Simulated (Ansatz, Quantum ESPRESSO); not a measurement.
# Mode couplings of Os (P6_3/mmc) in a second program, part 4 of 4

Each step names its level of theory.

So far, highest frequency, solved or plainly interpolated (cm⁻¹): step 4 (phonons and couplings with ph.x: Fermi–Dirac smearing of …) 219. The relaxed cell has a = 2.752, c = 4.353 Å (conventional setting).

### Step 6. Phonons and couplings with ph.x: Fermi–Dirac smearing of 0.1 eV (run 2)

Level of this step: DFT PBE, scalar-relativistic, plane waves, PseudoDojo 0.4.1 norm-conserving pseudopotentials (Quantum ESPRESSO).

ph.x gives each mode's frequency and linewidth; λ of a mode follows from Gaussian double-delta sums over the k mesh, here at four widths.

The input, ph.in:

```
phonons and couplings
&inputph
   prefix = 'x'
   outdir = './tmp'
   tr2_ph = 1.0d-15
   fildyn = 'x.dyn'
   fildvscf = 'dvscf'
   ldisp = .true.
   nq1 = 2
   nq2 = 2
   nq3 = 2
   electron_phonon = 'simple'
   el_ph_ngauss = 0
   el_ph_sigma = 0.00734986
   el_ph_nsigma = 4
   alpha_mix(1) = 0.5
   amass(1) = 190.23
/
```

Command:

```console
> OMP_NUM_THREADS=1 mpirun -n 4 ph.x -nk 4 -in ph.in > ph.x.log
```

What it wrote:

```text
[banner, memory and clock lines left out]
Program PHONON v.7.5

     ./tmp/x.save/

     IMPORTANT: XC functional enforced from input :
     Exchange-correlation= PBE
                           (   1   4   3   4   0   0   0)
     Any further DFT definition will be discarded
     Please, verify this is what you really want

     G-vector sticks info

     Reading collected, re-writing distributed wavefunctions in ./tmp/

     Dynamical matrices for ( 2, 2, 2)  uniform grid of q-points
     (   4 q-points):
       N         xq(1)         xq(2)         xq(3)
       1   0.000000000   0.000000000   0.000000000
       2   0.000000000   0.000000000  -0.316045743
       3   0.000000000  -0.577350269   0.000000000
       4   0.000000000  -0.577350269  -0.316045743

     Number and degeneracy of irreps per q-point
       N         xq(1)         xq(2)         xq(3)   N irreps
       1   0.000000000   0.000000000   0.000000000       4
        1   2   1   2
       2   0.000000000   0.000000000  -0.316045743       2
        2   4
       3   0.000000000  -0.577350269   0.000000000       6
     No degeneracy
       4   0.000000000  -0.577350269  -0.316045743       3
        2   2   2

     Saving dvscf to file. Distribute only q points, not irreducible representations.

     Calculation of q =    0.0000000   0.0000000   0.0000000

     phonons and couplings

     bravais-lattice index     =            4
     lattice parameter (alat)  =       5.1998  a.u.
     unit-cell volume          =     192.6273 (a.u.)^3
     number of atoms/cell      =            2
     number of atomic types    =            1
     kinetic-energy cut-off    =      74.0000  Ry
     charge density cut-off    =     296.0000  Ry
     convergence threshold     =      1.0E-15
     beta                      =       0.5000
     number of iterations used =            4
     Exchange-correlation= PBE
                           (   1   4   3   4   0   0   0)

     celldm(1)=    5.19983  celldm(2)=    0.00000  celldm(3)=    1.58205
     celldm(4)=    0.00000  celldm(5)=    0.00000  celldm(6)=    0.00000

     crystal axes: (cart. coord. in units of alat)
               a(1) = (  1.0000  0.0000  0.0000 )
               a(2) = ( -0.5000  0.8660  0.0000 )
               a(3) = (  0.0000  0.0000  1.5820 )

     reciprocal axes: (cart. coord. in units 2 pi/alat)
               b(1) = (  1.0000  0.5774 -0.0000 )
               b(2) = (  0.0000  1.1547  0.0000 )
               b(3) = (  0.0000 -0.0000  0.6321 )

     Atoms inside the unit cell:

     Cartesian axes

     site n.  atom      mass           positions (alat units)
        1  Os    190.2300   tau(    1) = (   -0.00000    0.57735    0.39551  )
        2  Os    190.2300   tau(    2) = (    0.50000    0.28868    1.18654  )

     Computing dynamical matrix for
                    q = (   0.0000000   0.0000000   0.0000000 )

     25 Sym.Ops. (with q -> -q+G )

     G cutoff =  202.7263  (  16611 G-vectors)     FFT grid: ( 30, 30, 48)

     number of k points=    56  Fermi-Dirac smearing, width (Ry)=  0.0073

     PseudoPot. # 1 for Os read from file:
     ./pseudo/Os.upf
     Pseudo is Norm-conserving + core correction, Zval = 16.0
     Using radial grid of 1344 points,  8 beta functions with:
                l(1) =   0
                l(2) =   0
                l(3) =   1
                l(4) =   1
                l(5) =   2
                l(6) =   2
                l(7) =   3
                l(8) =   3

     Mode symmetry, D_6h(6/mmm) point group:

     Atomic displacements:
     There are    4 irreducible representations

     Representation     1      1 modes -  To be done

     Representation     2      2 modes -  To be done

     Representation     3      1 modes -  To be done

     Representation     4      2 modes -  To be done

     Alpha used in Ewald sum =   2.8000

     Representation #   1 mode #   1

     Self-consistent Calculation

     Pert. #  1: Fermi energy shift (Ry) =     0.0000E+00     0.0000E+00

      thresh= 1.000E-02 alpha_mix =  0.500 |ddv_scf|^2 =  1.037E-03

     Pert. #  1: Fermi energy shift (Ry) =     0.0000E+00     0.0000E+00

      thresh= 3.221E-03 alpha_mix =  0.500 |ddv_scf|^2 =  5.165E-04

     Pert. #  1: Fermi energy shift (Ry) =     0.0000E+00     0.0000E+00

      thresh= 2.273E-03 alpha_mix =  0.500 |ddv_scf|^2 =  7.518E-08

     Pert. #  1: Fermi energy shift (Ry) =     0.0000E+00     0.0000E+00

      thresh= 2.742E-05 alpha_mix =  0.500 |ddv_scf|^2 =  4.617E-09

     Pert. #  1: Fermi energy shift (Ry) =     0.0000E+00     0.0000E+00

      thresh= 6.795E-06 alpha_mix =  0.500 |ddv_scf|^2 =  5.617E-11

     Pert. #  1: Fermi energy shift (Ry) =     0.0000E+00     0.0000E+00

      thresh= 7.495E-07 alpha_mix =  0.500 |ddv_scf|^2 =  1.261E-12

     Pert. #  1: Fermi energy shift (Ry) =     0.0000E+00     0.0000E+00

      thresh= 1.123E-07 alpha_mix =  0.500 |ddv_scf|^2 =  2.389E-14

     Pert. #  1: Fermi energy shift (Ry) =     0.0000E+00     0.0000E+00

      thresh= 1.546E-08 alpha_mix =  0.500 |ddv_scf|^2 =  2.757E-15

     Pert. #  1: Fermi energy shift (Ry) =     0.0000E+00     0.0000E+00

      thresh= 5.250E-09 alpha_mix =  0.500 |ddv_scf|^2 =  7.849E-17

     End of self-consistent calculation

     Convergence has been achieved

     Representation #   2 modes #   2   3

     Self-consistent Calculation

     Pert. #  1: Fermi energy shift (Ry) =     1.8793E-18    -2.2421E-43
     Pert. #  2: Fermi energy shift (Ry) =    -7.2280E-19     2.6158E-44

      thresh= 1.000E-02 alpha_mix =  0.500 |ddv_scf|^2 =  6.465E-06

     Pert. #  1: Fermi energy shift (Ry) =    -1.4456E-18     3.8265E-42
     Pert. #  2: Fermi energy shift (Ry) =    -7.2280E-20    -8.1313E-42

      thresh= 2.543E-04 alpha_mix =  0.500 |ddv_scf|^2 =  1.264E-07

     Pert. #  1: Fermi energy shift (Ry) =    -7.9508E-19     1.4947E-43
     Pert. #  2: Fermi energy shift (Ry) =    -2.1684E-19    -8.9683E-44

      thresh= 3.555E-05 alpha_mix =  0.500 |ddv_scf|^2 =  3.345E-09

     Pert. #  1: Fermi energy shift (Ry) =     7.2280E-20     8.2210E-44
[...]
thresh= 5.784E-06 alpha_mix =  0.500 |ddv_scf|^2 =  5.377E-11

[...]
thresh= 7.333E-07 alpha_mix =  0.500 |ddv_scf|^2 =  3.286E-12

[...]
thresh= 1.813E-07 alpha_mix =  0.500 |ddv_scf|^2 =  4.754E-14

[...]
thresh= 2.180E-08 alpha_mix =  0.500 |ddv_scf|^2 =  8.859E-15

[...]
End of self-consistent calculation

     Convergence has been achieved

     Representation #   3 mode #   4

     Self-consistent Calculation

[...]
End of self-consistent calculation

[...]
DOS =  9.861034 states/spin/Ry/Unit Cell at Ef= 25.629760 eV
     double delta at Ef =232.133742
[...]
Calculation of q =    0.0000000  -0.5773503  -0.3160457

     G-vector sticks info

     Title:
     phonons and couplings

     bravais-lattice index     =            4
     lattice parameter (alat)  =       5.1998  a.u.
     unit-cell volume          =     192.6273 (a.u.)^3
     number of atoms/cell      =            2
     number of atomic types    =            1
     number of electrons       =        32.00
     number of Kohn-Sham states=           26
     kinetic-energy cutoff     =      74.0000  Ry
     charge density cutoff     =     296.0000  Ry
     Exchange-correlation= PBE
                           (   1   4   3   4   0   0   0)

     celldm(1)=   5.199829  celldm(2)=   0.000000  celldm(3)=   1.582049
     celldm(4)=   0.000000  celldm(5)=   0.000000  celldm(6)=   0.000000

     crystal axes: (cart. coord. in units of alat)
               a(1) = (   1.000000   0.000000   0.000000 )
               a(2) = (  -0.500000   0.866025   0.000000 )
               a(3) = (   0.000000   0.000000   1.582049 )

     reciprocal axes: (cart. coord. in units 2 pi/alat)
               b(1) = (  1.000000  0.577350 -0.000000 )
               b(2) = (  0.000000  1.154701  0.000000 )
               b(3) = (  0.000000 -0.000000  0.632091 )

     PseudoPot. # 1 for Os read from file:
     ./pseudo/Os.upf
     Pseudo is Norm-conserving + core correction, Zval = 16.0
     Using radial grid of 1344 points,  8 beta functions with:
[...]
atomic species   valence    mass     pseudopotential
     Os               16.00   190.23000     Os( 1.00)

     24 Sym. Ops., with inversion, found

   Cartesian axes

     site n.     atom                  positions (alat units)
         1        Os     tau(   1) = (  -0.0000000   0.5773503   0.3955124  )
         2        Os     tau(   2) = (   0.5000000   0.2886751   1.1865371  )

     number of k points=   248  Fermi-Dirac smearing, width (Ry)=  0.0073

     Number of k-points >= 100: set verbosity='high' to print them.

     Dense  grid:    16611 G-vectors     FFT dimensions: (  30,  30,  48)

     The potential is recalculated from file :
     ./tmp/_ph0/x.q_4/x.save/charge-density

     Starting wfcs are   20 atomic +    6 random wfcs

     Band Structure Calculation
     Davidson diagonalization with overlap

     ethr =  3.13E-11,  avg # of iterations = 15.2

     End of band structure calculation

     Number of k-points >= 100: set verbosity='high' to print the bands.

     the Fermi energy is    25.6411 ev

     Writing config to output data dir ./tmp/_ph0/x.q_4/x.save/ :
     XML data file

     phonons and couplings

     bravais-lattice index     =            4
     lattice parameter (alat)  =       5.1998  a.u.
     unit-cell volume          =     192.6273 (a.u.)^3
     number of atoms/cell      =            2
     number of atomic types    =            1
     kinetic-energy cut-off    =      74.0000  Ry
     charge density cut-off    =     296.0000  Ry
     convergence threshold     =      1.0E-15
     beta                      =       0.5000
     number of iterations used =            4
     Exchange-correlation= PBE
                           (   1   4   3   4   0   0   0)

     celldm(1)=    5.19983  celldm(2)=    0.00000  celldm(3)=    1.58205
     celldm(4)=    0.00000  celldm(5)=    0.00000  celldm(6)=    0.00000

     crystal axes: (cart. coord. in units of alat)
               a(1) = (  1.0000  0.0000  0.0000 )
               a(2) = ( -0.5000  0.8660  0.0000 )
               a(3) = (  0.0000  0.0000  1.5820 )

     reciprocal axes: (cart. coord. in units 2 pi/alat)
               b(1) = (  1.0000  0.5774 -0.0000 )
               b(2) = (  0.0000  1.1547  0.0000 )
               b(3) = (  0.0000 -0.0000  0.6321 )

     Atoms inside the unit cell:

     Cartesian axes

     site n.  atom      mass           positions (alat units)
        1  Os    190.2300   tau(    1) = (   -0.00000    0.57735    0.39551  )
        2  Os    190.2300   tau(    2) = (    0.50000    0.28868    1.18654  )

     Computing dynamical matrix for
                    q = (   0.0000000  -0.5773503  -0.3160457 )

      9 Sym.Ops. (with q -> -q+G )

     G cutoff =  202.7263  (  16611 G-vectors)     FFT grid: ( 30, 30, 48)

     number of k points=   248  Fermi-Dirac smearing, width (Ry)=  0.0073

     PseudoPot. # 1 for Os read from file:
     ./pseudo/Os.upf
     Pseudo is Norm-conserving + core correction, Zval = 16.0
     Using radial grid of 1344 points,  8 beta functions with:
                l(1) =   0
                l(2) =   0
                l(3) =   1
                l(4) =   1
                l(5) =   2
                l(6) =   2
                l(7) =   3
                l(8) =   3

     Atomic displacements:
     There are    3 irreducible representations

     Representation     1      2 modes -  To be done

     Representation     2      2 modes -  To be done

     Representation     3      2 modes -  To be done

     Alpha used in Ewald sum =   2.8000

     Representation #   1 modes #   1   2

     Self-consistent Calculation

[...]
End of self-consistent calculation

     Convergence has been achieved

     Representation #   2 modes #   3   4

     Self-consistent Calculation

[...]
End of self-consistent calculation

     Convergence has been achieved

     Representation #   3 modes #   5   6

     Self-consistent Calculation

      thresh= 1.000E-02 alpha_mix =  0.500 |ddv_scf|^2 =  9.660E-06

      thresh= 3.108E-04 alpha_mix =  0.500 |ddv_scf|^2 =  6.653E-08

      thresh= 2.579E-05 alpha_mix =  0.500 |ddv_scf|^2 =  4.302E-09

      thresh= 6.559E-06 alpha_mix =  0.500 |ddv_scf|^2 =  8.166E-11

      thresh= 9.037E-07 alpha_mix =  0.500 |ddv_scf|^2 =  2.240E-12

      thresh= 1.497E-07 alpha_mix =  0.500 |ddv_scf|^2 =  6.039E-14

      thresh= 2.457E-08 alpha_mix =  0.500 |ddv_scf|^2 =  9.491E-15

      thresh= 9.742E-09 alpha_mix =  0.500 |ddv_scf|^2 =  4.007E-17

     End of self-consistent calculation

     Convergence has been achieved

     Number of q in the star =    3
     List of q in the star:
          1   0.000000000  -0.577350269  -0.316045743
          2   0.500000000   0.288675135   0.316045743
          3  -0.500000000   0.288675135   0.316045743

     Diagonalizing the dynamical matrix

     q = (    0.000000000  -0.577350269  -0.316045743 )

 **************************************************************************
     freq (    1) =       3.750713 [THz] =     125.110325 [cm-1]
     freq (    2) =       3.750713 [THz] =     125.110325 [cm-1]
     freq (    3) =       4.273003 [THz] =     142.532030 [cm-1]
     freq (    4) =       4.273003 [THz] =     142.532030 [cm-1]
     freq (    5) =       5.944346 [THz] =     198.282033 [cm-1]
     freq (    6) =       5.944346 [THz] =     198.282033 [cm-1]
 **************************************************************************

     Gaussian Broadening:   0.007 Ry, ngauss=   0
     DOS =  8.392377 states/spin/Ry/Unit Cell at Ef= 25.679103 eV
     double delta at Ef =187.780426
[...]
Gaussian Broadening:   0.015 Ry, ngauss=   0
     DOS =  9.644989 states/spin/Ry/Unit Cell at Ef= 25.645075 eV
     double delta at Ef =166.994710
[...]
Gaussian Broadening:   0.022 Ry, ngauss=   0
     DOS = 10.023721 states/spin/Ry/Unit Cell at Ef= 25.634006 eV
     double delta at Ef =181.431362
[...]
lambda(    5)=  0.1064   gamma=   35.98 GHz
     lambda(    6)=  0.1064   gamma=   35.98 GHz

     Gaussian Broadening:   0.029 Ry, ngauss=   0
     DOS =  9.861034 states/spin/Ry/Unit Cell at Ef= 25.629760 eV
     double delta at Ef =174.635041
     lambda(    1)=  0.1489   gamma=   19.73 GHz
     lambda(    2)=  0.1489   gamma=   19.73 GHz
     lambda(    3)=  0.1085   gamma=   18.65 GHz
     lambda(    4)=  0.1085   gamma=   18.65 GHz
     lambda(    5)=  0.0964   gamma=   32.08 GHz
     lambda(    6)=  0.0964   gamma=   32.08 GHz
```

Wall time 7.9 min (4 MPI ranks of AMD EPYC 9R14 (Zen 4), shared host); 32 min of CPU time.

Numbers from this step:

```
highest frequency, solved or plainly interpolated : 202.4 cm⁻¹
omega log against width                           : 20.28, 17.6, 17.49, 17.57 meV, at widths 0.1 to 0.4 eV
```

As ph.x prints them, no sum rule imposed; at the zone centre the sum is no linewidth. Double-delta sums:

```csv
q1,q2,q3,star,mode,omega (meV),"lambda_q, sigma 0.1 eV","lambda_q, sigma 0.2 eV","lambda_q, sigma 0.3 eV","lambda_q, sigma 0.4 eV",half width at sigma 0.2 (meV)
0,0,0,1,1,0.2556,0,0,0,0,0
0,0,0,1,2,0.2556,0,0,0,0,0
0,0,0,1,3,0.359,0,0,0,0,0
0,0,0,1,4,19.42,0.2964,0.2703,0.2244,0.1749,0.227
0,0,0,1,5,19.42,0.2964,0.2703,0.2244,0.1749,0.227
0,0,0,1,6,25.09,0.0581,0.0872,0.0761,0.0607,0.1223
0,0,0.5,1,1,14.05,0,0.0047,0.0173,0.028,0.002068
0,0,0.5,1,2,14.05,0,0.0047,0.0173,0.028,0.002068
0,0,0.5,1,3,14.05,0,0.0047,0.0173,0.028,0.002068
0,0,0.5,1,4,14.05,0,0.0047,0.0173,0.028,0.002068
0,0,0.5,1,5,21.26,0,0.0011,0.0054,0.0104,0.001117
0,0,0.5,1,6,21.26,0,0.0011,0.0054,0.0104,0.001117
0,0.5,0,3,1,13.25,0.0076,0.0386,0.0669,0.0875,0.0151
0,0.5,0,3,2,15.25,0.1706,0.5566,0.5243,0.4545,0.2884
0,0.5,0,3,3,18.18,0.0354,0.0589,0.0722,0.0743,0.04334
0,0.5,0,3,4,20.11,0.0305,0.0598,0.1403,0.1907,0.05385
0,0.5,0,3,5,21.52,0.0632,0.1032,0.1364,0.1506,0.1065
0,0.5,0,3,6,22.19,0.0111,0.0186,0.0227,0.0357,0.02035
0,0.5,0.5,3,1,15.51,0.0766,0.1143,0.1497,0.1489,0.06125
0,0.5,0.5,3,2,15.51,0.0766,0.1143,0.1497,0.1489,0.06125
0,0.5,0.5,3,3,17.67,0.0438,0.1068,0.1137,0.1085,0.07424
0,0.5,0.5,3,4,17.67,0.0438,0.1068,0.1137,0.1085,0.07424
0,0.5,0.5,3,5,24.58,0.2712,0.1269,0.1064,0.0964,0.1708
0,0.5,0.5,3,6,24.58,0.2712,0.1269,0.1064,0.0964,0.1708
```

Mean over the q mesh without its centre; few wavevectors enter, so none of the widths can be taken as converged. Coupling constant λ, lambda against Gaussian width:

```csv
Gaussian width (eV),"coupling constant λ, lambda"
0.100,0.472
0.200,0.659
0.300,0.741
0.400,0.748
```

λ runs from 0.472 at 0.1 eV to 0.748 at 0.4 eV.

### Step 7. Results

| Property | Result |
| --- | --- |
| phonon run of the rows without a label of their own | PBE, q 2×2×2, k 10×10×6 |
| coupling λ by Gaussian sums at 0.2 eV, Quantum ESPRESSO, GBRV, cutoff 612 eV, q 3×3×2, k 12×12×8 | 0.452 |
| coupling λ by Gaussian sums at 0.2 eV, Quantum ESPRESSO, PseudoDojo, cutoff 1007 eV, q 2×2×2, k 10×10×6 | 0.659 |

Under gradient-corrected functionals ph.x can misplace modes where the density is low; no frozen-phonon run checks these frequencies. In the last run that gave them, λ from the Gaussian sums still varies by a factor of 1.6 between widths of 0.1 and 0.4 eV; these sums hold few wavevectors and leave out the zone centre. Spin–orbit coupling, left out here, matters for Os.

[Logs are printed without paths, hosts, clocks, repeated set-up lines and the standing remarks that a program may print on its own settings, such as how far it seeks lower states.]

[Hosts, paths, dates, database ids (printed as entryN), source tags and the programs' standing remarks are cut or masked in the printed files.]
